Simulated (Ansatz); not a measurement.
Two G0W0 runs on SnSeS (layered bulk) (P3m1).

The structure was built from a prototype and need not be the compound's stable phase.

```
Sn S Se
1.0
     3.71001    0.00000    0.00000
    -1.85501    3.21297    0.00000
     0.00000    0.00000    5.66491
Sn S Se
1 1 1
Direct
  0.00000 0.00000 0.50823
  0.33333 0.66667 0.76555
  0.66667 0.33333 0.22622
```

The structure was relaxed with PBEsol-D3(BJ). The runs that relaxed it are not among those shown.

The first (Ansatz 0.2.0; start PBEsol, 6×6×4 mesh, 281 empty bands, screening to 150 eV, PAW set soft_1 files; 1 × NVIDIA H100 80GB HBM3 (shared by 6 runs) with 2 threads of AMD EPYC 7R13 (Zen 3), shared host) gave, on its mesh: starting gap 0.78 eV, G0W0 gap 1.39 eV, RPA ε∞ (mean) 12.99, 25 s.

The second gave: starting gap 0.78 eV, G0W0 gap 1.32 eV, RPA ε∞ (mean) 13.13, 10 s.

Question: What was changed in the input? Choose among start, files, mesh, bands and cutoff, frequency model or another key.

Changed: empty bands from 281 to 71 and screening cutoff (eV) from 150.0 to 60. The starting gap stayed, which rules out the functional and points to the GW step. Other changes could give like numbers; this is the one that was made.

Limits: not at the basis limit; no spin-orbit coupling; coarse k mesh.

[Paths, hosts, dates, memory and timing lines, banners, echoed tables and standing remarks are left out of the program output.]

[Logs are printed without paths, hosts, clocks, repeated set-up lines and the standing remarks that a program may print on its own settings, such as how far it seeks lower states.]

[Runs of the session that timed out or met a known fault of the program may be left out.]

[Cells called generated may have been cut or substituted from an entry of the Crystallography Open Database or the Materials Project.]

[Hosts, paths, dates, database ids (printed as entryN), source tags and the programs' standing remarks are cut or masked in the printed files.]
